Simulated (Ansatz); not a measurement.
# How fast states decay through Cs2LaAlF6, part 3 of 3

A new crystal, Cs2LaAlF6: structure, gap and complex bands. It is built by putting La for Y, Al for In in the Cs2YInF6 structure of space group Fm-3m, with the volume rescaled by atomic radii. The parent structure comes from the Materials Project.

Ansatz 0.2.0; PBE DFT, plane waves, PAW files (the session's first sound run).

So far, gap on the k-mesh (eV): step 3 (the bulk crystal and its band edges, PBE) 3.12; step 5 (PBEsol) 3.02.

The structure was built from a prototype and need not be the compound's stable phase.

## (6) Complex bands at another level

This step: PBEsol DFT, plane waves, PAW files; complex bands by layer matching along the plane's normal (Ansatz 0.2.0).

The complex bands at that level, over its own gap, at (0, 0) and (0, 0.2604).

Contents of input.yaml:

```yaml
crystal:
  lattice:
    - [6.896072923, 0.0, 0.0]
    - [3.448036462, 5.972174338, 0.0]
    - [3.448036462, 1.990724779, 5.630619964]
  atoms:
    - { symbol: Cs, position: [0.25, 0.25, 0.25] }
    - { symbol: Cs, position: [0.75, 0.75, 0.75] }
    - { symbol: La, position: [0.0, 0.0, 0.0] }
    - { symbol: Al, position: [0.5, 0.5, 0.5] }
    - { symbol: F, position: [0.7609196666, 0.7609196666, 0.2390803334] }
    - { symbol: F, position: [0.7609196666, 0.2390803334, 0.2390803334] }
    - { symbol: F, position: [0.2390803334, 0.2390803334, 0.7609196666] }
    - { symbol: F, position: [0.2390803334, 0.7609196666, 0.2390803334] }
    - { symbol: F, position: [0.7609196666, 0.2390803334, 0.7609196666] }
    - { symbol: F, position: [0.2390803334, 0.7609196666, 0.7609196666] }
kpoints:
  mp_grid: { grid: [4, 4, 4] }
scf:
  occupations: { method: fixed }
hamiltonian:
  xc: pbesol
output:
  eigenvalues: true
  transmission:
    leads: [[0, 0]]
    kpoints: [[0.0, 0.0], [0.0, 0.2604]]
    e_range: [-1.0, 4.02]
    de: 0.08
```

Run with:

```bash
$ ansatz run input.yaml --threads 2 --pin off --max-ram 4096MiB --backend cpu --events-out ev --progress --plain --runs-dir out
```

Numbers of over 12 decimals in the logs are rounded to 6 here.

Log:

```text
[...]
Crystal: 10 atoms, lattice volume = 231.895 Å³
Basis set: ecut = 420 eV, 4573 PW (Γ)
Bands: 47, of which v1, the nominal top of the filled ones, is band 37 counted from 1 (36 counted from 0)
Symmetry: 48 space group operations
[...]
k-points: 8 of 64
[...]
SCF iter   1: F=—  HF=-22672.449047 eV  |F-HF|=—  |Δ(HF+E_count)|=         —  Δρ=9.80e-3  dr2=1.50e-1  ethr=1.77e-3  ⟨swp⟩=5.2  Hψ=1433  notcnv=0  defer=34
[...]
SCF iter   7: F=-22672.408786 eV  HF=-22672.408786 eV  |F-HF|=3.80e-8  |Δ(HF+E_count)|=   5.63e-7  Δρ=2.59e-6  dr2=2.20e-8  ethr=1.35e-10  ⟨swp⟩=11.6  Hψ=1761  notcnv=0
SCF 1 converged in 7 iterations: F = -22672.408786 eV  dr2 = 2.20e-8
[...]
transmission: 8 of 16 steps passed
transmission: 16 of 16 steps passed
SCF converged after 7 iterations
Free energy (F): -22672.408786 eV
[...]
Internal energy: -22672.408786 eV  (E = F + TS)
E sigma→0 (E₀):  -22672.408786 eV
Fermi energy:    4.832495 eV
[...]
--- Band table (eV; the first three rows and the last of 8) ---
  k-point 0: bands = [... 33 lower, 0.9794, 0.9794, 0.9794, 4.3904, 8.0659, 8.2511, 8.2511, 8.2511, ... 6 higher]
  k-point 1: bands = [... 33 lower, 0.9420, 0.9695, 0.9695, 4.6246, 8.0019, 8.0836, 8.2451, 8.2451, ... 6 higher]
  k-point 2: bands = [... 33 lower, 0.8884, 0.9870, 0.9870, 4.8325, 8.0646, 8.1586, 8.2414, 8.2414, ... 6 higher]
  k-point 7: bands = [... 33 lower, 0.7924, 0.9856, 0.9856, 4.5635, 8.0708, 8.2240, 8.2281, 8.2281, ... 6 higher]
--- Transmission ---
  basis      : 361 plane waves across, 8 finite elements along
  points     : 2, as listed
[...]
channels       : 0.000000e0 a spin
[...]
slowest decay  : 0.4057 /Å at (0.0000, 0.2604)
```

Run time: 2.1 min. Hardware: 2 threads of Arm Neoverse V2, shared host; peak memory 1.6 GiB; 4.1 min of CPU time.

This step gave:

| Item | Value |
| --- | --- |
| level to which the leads are filled | 1.509 eV from the Fermi level |
| decay constant at the filling level, zone centre | 0.4618 Å⁻¹ |
| decay constant at the filling level, slowest listed point | 0.4057 Å⁻¹ |

K parallel (0, 0); values up to 1.5 1/Å, a degenerate pair printed once or twice; energies at which all values exceed this have no row. Im kz of the slowest decaying states against energy, zero at the highest filled level on the SCF mesh:

```
energy (eV)  decay 1 (Å⁻¹)  decay 2 (Å⁻¹)  decay 3 (Å⁻¹)  decay 4 (Å⁻¹)
      -1.00          0.314          0.662          0.699          0.768
      -0.76          0.254          0.667          0.698          0.777
      -0.52          0.136          0.674          0.696          0.781
      -0.28          0.680          0.693          0.777          0.791
      -0.04          0.688          0.688          0.772          0.795
       0.28          0.291          0.679          0.700          0.762
       0.52          0.407          0.672          0.691          0.712
       0.76          0.530          0.662          0.726          0.742
       1.00          0.509          0.652          0.729          0.742
       1.24          0.487          0.640          0.714          0.761
       1.48          0.462          0.627          0.697          0.784
       1.72          0.434          0.613          0.676          0.777
       1.96          0.404          0.598          0.652          0.746
       2.20          0.369          0.584          0.623          0.714
       2.44          0.328          0.578          0.681          0.766
       2.68          0.278          0.550          0.651          0.757
       3.00          0.176          0.507          0.597          0.814
       3.24          0.101          0.117          0.450          0.471
       3.48          0.132          0.388          0.421          0.520
       3.72          0.124          0.157          0.345          0.397
       3.96          0.119          0.235          0.245          0.320
```

K parallel (0, 0.2604); values up to 1.5 1/Å, a degenerate pair printed once or twice; energies at which all values exceed this have no row. The Im kz of the slowest decaying states by energy, zero at the highest filled level on the SCF mesh:

```
energy (eV)  decay 1 (Å⁻¹)  decay 2 (Å⁻¹)  decay 3 (Å⁻¹)  decay 4 (Å⁻¹)
      -1.00          0.472          0.509          0.696          0.723
      -0.84          0.450          0.490          0.699          0.724
      -0.60          0.402          0.447          0.704          0.725
      -0.44          0.350          0.400          0.706          0.724
      -0.20          0.381          0.710          0.723          0.754
      -0.04          0.217          0.422          0.713          0.722
       0.20          0.342          0.445          0.718          0.719
       0.36          0.377          0.451          0.717          0.721
       0.60          0.406          0.452          0.711          0.713
       0.76          0.415          0.449          0.699          0.710
       1.00          0.420          0.441          0.680          0.705
       1.16          0.418          0.432          0.666          0.701
       1.40          0.410          0.417          0.644          0.694
       1.56          0.401          0.404          0.629          0.688
       1.80          0.381          0.383          0.603          0.678
       1.96          0.362          0.369          0.585          0.671
       2.20          0.330          0.342          0.554          0.656
       2.36          0.303          0.321          0.532          0.635
       2.60          0.252          0.282          0.495          0.604
       2.76          0.206          0.249          0.467          0.586
       3.00         0.0575          0.180          0.419          0.506
       3.16         0.0478          0.362          0.383          0.383
       3.40          0.118          0.279          0.334          0.359
       3.56          0.106          0.318          0.333          0.364
       3.80         0.0343          0.125          0.324          0.344
       3.96          0.115          0.286          0.335          0.370
```

At the listed wavevectors the last open channel is at -0.04 eV and the next at +3.08 eV on the grid. At +1.48 eV, the grid energy nearest the filling level (the middle of the gap on the SCF mesh), the slowest state at the listed wavevectors decays with κ = 0.406 Å⁻¹, its amplitude falling by e over 2.5 Å; the first such run, plane (111), gave 0.414 Å⁻¹.

## (7) A repeat with changed settings

This step: PBE DFT, plane waves, PAW files; complex bands by layer matching along the plane's normal; changed: output.transmission.bias = [0.5], scf.max_iter = 100 (Ansatz 0.2.0).

This run repeats an earlier one, its twin (the complex run, plane (111)), with two settings changed (scf.max_iter, output.transmission.bias; files written aside). The setting was drawn as a possible misstep, on purpose. Where the input is shown as a difference, that is against the step before, not the twin.

Changes to input.yaml since step 6:

```diff
@@ -20,4 +20,5 @@
   occupations: { method: fixed }
+  max_iter: 100
 hamiltonian:
-  xc: pbesol
+  xc: pbe
 output:
@@ -27,3 +28,4 @@
     kpoints: [[0.0, 0.0], [0.0, 0.2604]]
-    e_range: [-1.0, 4.02]
-    de: 0.08
+    e_range: [-1.0, 4.12]
+    de: 0.09
+    bias: [0.5]
```

Log:

```text
Error: YAML parse error: error: line 31 column 5: unknown field `bias`, expected one of leads, temperature, e_range, de, kmesh, mesh_tolerance, kpoints, reduced_basis
  --> <input>:31:5
   |
29 |     e_range: [-1.0, 4.12]
30 |     de: 0.09
31 |     bias: [0.5]
   |     ^ unknown field `bias`, expected one of leads, temperature, e_range, de, kmesh, mesh_tolerance, kpoints, reduced_basis
```

Elapsed: 0.02 s, on 2 threads; peak memory 0.022 GiB.

The input was rejected at the start.

The program's message: “Error: YAML parse error: error: line 31 column 5: unknown field `bias`, expected one of leads, temperature, e_range, de, kmesh, mesh_tolerance, kpoints, reduced_basis”

The change that led to it: output.transmission.bias = [0.5].

## (8) A check of the settings

This step: PBE DFT, plane waves, PAW files; complex bands by layer matching along the plane's normal; changed: output.transmission.e_range = [0, 2], output.transmission.de = 0.05 (Ansatz 0.2.0).

This run repeats an earlier one, its twin (the complex run, plane (111)), with two settings changed (output.transmission.e_range, output.transmission.de; files written aside). It is meant to test what the energy window and step decide. Where the input is shown as a difference, that is against the step before, not the twin.

Changes to input.yaml since step 7:

```diff
@@ -20,3 +20,2 @@
   occupations: { method: fixed }
-  max_iter: 100
 hamiltonian:
@@ -28,4 +27,3 @@
     kpoints: [[0.0, 0.0], [0.0, 0.2604]]
-    e_range: [-1.0, 4.12]
-    de: 0.09
-    bias: [0.5]
+    e_range: [0, 2]
+    de: 0.05
```

Log:

```text
[...]
Crystal: 10 atoms, lattice volume = 231.895 Å³
Basis set: ecut = 420 eV, 4573 PW (Γ)
Bands: 47, of which v1, the nominal top of the filled ones, is band 37 counted from 1 (36 counted from 0)
Symmetry: 48 space group operations
[...]
k-points: 8 of 64
[...]
SCF iter   1: F=—  HF=-22992.094705 eV  |F-HF|=—  |Δ(HF+E_count)|=         —  Δρ=2.24e-3  dr2=2.62e-2  ethr=1.77e-3  ⟨swp⟩=5.4  Hψ=1431  notcnv=0  defer=37
[...]
SCF iter   7: F=-22992.087654 eV  HF=-22992.087654 eV  |F-HF|=1.96e-8  |Δ(HF+E_count)|=   1.46e-7  Δρ=2.08e-6  dr2=1.35e-8  ethr=1.35e-10  ⟨swp⟩=11.8  Hψ=1641  notcnv=0
SCF 1 converged in 7 iterations: F = -22992.087654 eV  dr2 = 1.35e-8
[...]
transmission: 7 of 14 steps passed
transmission: 14 of 14 steps passed
SCF converged after 7 iterations
Free energy (F): -22992.087654 eV
[...]
Internal energy: -22992.087654 eV  (E = F + TS)
E sigma→0 (E₀):  -22992.087654 eV
Fermi energy:    4.942035 eV
[...]
--- Band table (eV; the first three rows and the last of 8) ---
  k-point 0: bands = [... 33 lower, 1.0862, 1.0862, 1.0862, 4.5261, 8.1721, 8.3571, 8.3571, 8.3571, ... 6 higher]
  k-point 1: bands = [... 33 lower, 1.0497, 1.0770, 1.0770, 4.7466, 8.1563, 8.2460, 8.3518, 8.3518, ... 6 higher]
  k-point 2: bands = [... 33 lower, 0.9971, 1.0955, 1.0955, 4.9420, 8.1709, 8.3482, 8.3482, 8.3610, ... 6 higher]
  k-point 7: bands = [... 33 lower, 0.9039, 1.0929, 1.0929, 4.6774, 8.1761, 8.3336, 8.3400, 8.3400, ... 6 higher]
--- Transmission ---
  basis      : 361 plane waves across, 7 finite elements along
  points     : 2, as listed
[...]
channels       : 0.000000e0 a spin
    conductance    : none, crystal 0 has no channel at the energies, or these end too early or step too widely for 300 K: set another output.transmission.e_range or a lower de, or, where they end at an eighth of basis.ecutwfc, a higher one
    slowest decay  : 0.4127 /Å at (0.0000, 0.2604)
```

The job ended after 99 s (2 threads; peak memory 1.1 GiB).

Numbers from this step:

```
free energy                                               : -22992.0877 eV
Fermi energy                                              : 4.942 eV
gap on the k-mesh                                         : 3.124 eV
level to which the leads are filled                       : 1.562 eV from the Fermi level
decay constant at the filling level, zone centre          : 0.4650 Å⁻¹
decay constant at the filling level, slowest listed point : 0.4127 Å⁻¹
```

K parallel (0, 0); values up to 1.5 1/Å, a degenerate pair printed once or twice; energies at which all values exceed this have no row. Table of Im kz of the slowest decaying states by energy, zero at the highest filled level on the SCF mesh:

```
energy (eV)  decay 1 (Å⁻¹)  decay 2 (Å⁻¹)  decay 3 (Å⁻¹)  decay 4 (Å⁻¹)
      0.000         0.0112          0.694          0.696          0.777
      0.100          0.182          0.692          0.699          0.775
      0.200          0.254          0.689          0.703          0.772
      0.300          0.310          0.687          0.707          0.768
      0.400          0.359          0.683          0.712          0.765
      0.500          0.410          0.680          0.705          0.717
      0.600          0.475          0.624          0.677          0.722
      0.700          0.542          0.673          0.728          0.752
      0.800          0.534          0.669          0.734          0.748
      0.900          0.526          0.665          0.740          0.742
      1.000          0.518          0.660          0.737          0.747
      1.100          0.509          0.655          0.731          0.755
      1.200          0.500          0.651          0.725          0.762
      1.300          0.490          0.645          0.718          0.770
      1.400          0.481          0.640          0.712          0.778
      1.500          0.470          0.635          0.704          0.787
      1.600          0.460          0.629          0.696          0.794
      1.700          0.449          0.623          0.688          0.792
      1.800          0.437          0.617          0.679          0.781
      1.900          0.425          0.611          0.669          0.768
      2.000          0.412          0.604          0.659          0.756
```

K parallel (0, 0.2604); values up to 1.5 1/Å, a degenerate pair printed once or twice; energies at which all values exceed this have no row. Table of Im kz of the slowest decaying states by energy, zero at the highest filled level on the SCF mesh:

```
energy (eV)  decay 1 (Å⁻¹)  decay 2 (Å⁻¹)  decay 3 (Å⁻¹)  decay 4 (Å⁻¹)
      0.000          0.253          0.434          0.720          0.728
      0.100          0.311          0.445          0.722          0.727
      0.200          0.347          0.453          0.724          0.726
      0.300          0.372          0.457          0.725          0.726
      0.400          0.390          0.460          0.723          0.729
      0.500          0.403          0.461          0.722          0.726
      0.600          0.413          0.461          0.720          0.720
      0.700          0.420          0.460          0.713          0.718
      0.800          0.425          0.458          0.705          0.716
      0.900          0.427          0.455          0.698          0.714
      1.000          0.428          0.451           0.69          0.712
      1.100          0.428          0.446          0.682          0.709
      1.200          0.427          0.441          0.673          0.707
      1.300          0.424          0.435          0.665          0.704
      1.400          0.420          0.428          0.655          0.700
      1.500          0.415          0.421          0.646          0.697
      1.600          0.410          0.413          0.636          0.693
      1.700          0.403          0.404          0.626          0.689
      1.800          0.395          0.396          0.615          0.685
      1.900          0.384          0.388          0.604          0.681
      2.000          0.373          0.378          0.593          0.676
```

The least decay constant is 0.413 Å⁻¹ against 0.414 Å⁻¹ in the twin: no change within 1 %, at 0.73 times the CPU time.

## (9) Summary of results

```yaml
band_gap: 3.12 eV
least_decay_constant_at_mid_gap_normal_to_111: 0.414 Å⁻¹
least_decay_constant_pbesol: 0.406 Å⁻¹
```

With PBE, the slowest decay at the wavevectors tried is κ = 0.414 Å⁻¹, normal to (111). Through such a film the transmission near mid-gap falls as exp(−2κd), a factor of ten every 2.8 Å. A free electron under a barrier of half the gap would need a mass of 0.42 mₑ to decay at this rate. The slowest decay isn't at the zone centre. With PBEsol the gap goes from 3.12 to 3.02 eV and the decay constant, over the first 2 listed wavevectors, from 0.414 to 0.406 Å⁻¹. The compound is made up by substitution; its stability against other phases and against distortions of the cell's symmetry was not tested. A semilocal functional narrows gaps, so real decay constants are likely larger.

[Logs are printed without paths, hosts, clocks, repeated set-up lines and the standing remarks that a program may print on its own settings, such as how far it seeks lower states.]

[Hosts, paths, dates, database ids (printed as entryN), source tags and the programs' standing remarks are cut or masked in the printed files.]
